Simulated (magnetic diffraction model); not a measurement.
# Cs₂NaCoBr₆: the ordered moment from one line

Space group R-3m (no. 166), a = 7.5850 Å, c = 37.8150 Å.

```
site  atom       x       y       z
  6c    Cs     1/3     2/3  0.7954
  6c    Cs     1/3     2/3  0.9510
 18h    Br  0.5302  0.0603  0.8711
 18h    Br  0.4763  0.9526  0.7026
  3b    Co     2/3     1/3     5/6
  3a    Co       0       0       0
  6c    Na     2/3     1/3  0.7372
```

This is a made-up structure (elements placed in a structure type, unrelaxed), so the numbers test the method and describe no known phase.

Only Co is taken to order (form factors of Co3+); orders and moment sizes are assumed, and not adapted to the symmetry. Radiation: neutrons of λ = 2.0775 Å, 2° to 50°; isotropic B of 0.46 Å² (Cs), 0.43 Å² (Br), 0.6 Å² (Co) and 0.65 Å² (Na). The intensities are simulated: I ∝ L Σ (|F_N|² + |F_M⊥|²) for unpolarised neutrons, with F_M = 2.695 fm/μB × Σ f(s) S exp(2πi Q·r) exp(−B s²) at Q = H ± k (one set where k and −k are equivalent), only the part normal to Q counting and L = 1/(sin²θ cos θ). For a modulated order the moment at position r is S exp(−2πi k·r) + c.c., with S = m/2 for a sine wave of amplitude m and S = m(u + iv)/2 for moments turning in a plane, u and v being orthogonal unit vectors in it; the phase factor of the sum at Q = H + k is then exp(2πi H·r). Form factors are spin-only for 3d ions and dipole or tabulated for f ions, scattering lengths are Sears's of 1992, and absorption is left out. A label names one of the reflections at its angle. The strongest nuclear line in the range is 100, and lines under 0.2 are left out.

In a first state the assumed order is k = (1/3 1/3 0), moments turning in the plane of [100] and [010], 3.63 μB on Co; signs + at (2/3, 1/3, 5/6), − at (0, 0, 0), with this pattern:

```tsv
2θ (°)	index	nuclear	magnetic
10.94	(2/3 -1/3 1)	0.0	13.4
14.13	(1/3 1/3 3)	0.0	10.6
18.47	(1 0 1)	2.7	0.0
18.97	(0 0 6)	3.2	0.0
18.98	(-1/3 2/3 5)	0.0	6.6
19.27	(0 1 2)	37.8	0.0
21.28	(-2/3 4/3 1)	0.0	3.1
22.20	(1 0 4)	8.6	0.0
23.11	(2/3 2/3 3)	0.0	3.0
24.18	(0 1 5)	1.0	0.0
24.58	(2/3 -1/3 7)	0.0	4.0
26.42	(4/3 -2/3 5)	0.0	2.5
28.14	(4/3 1/3 1)	0.0	3.3
28.63	(0 0 9)	0.3	0.0
28.83	(1 0 7)	2.5	0.0
29.57	(5/3 -4/3 3)	0.0	3.2
```
(The table stops after 16 lines; 42 more lie at higher angle.)

**Question.** Nearer the ordering temperature the line at 10.94° has total intensity 9.7 on the same scale, and all moments have shrunk alike. How large is the Co moment?

The nuclear part, 0.0, stays, so the magnetic part is 9.7 against 13.4. It goes as m², so m = 3.63 × √(9.7/13.4) = 3.09 μB; the value used was 3.09 μB.

[Logs are printed without paths, hosts, clocks, repeated set-up lines and the standing remarks that a program may print on its own settings, such as how far it seeks lower states.]
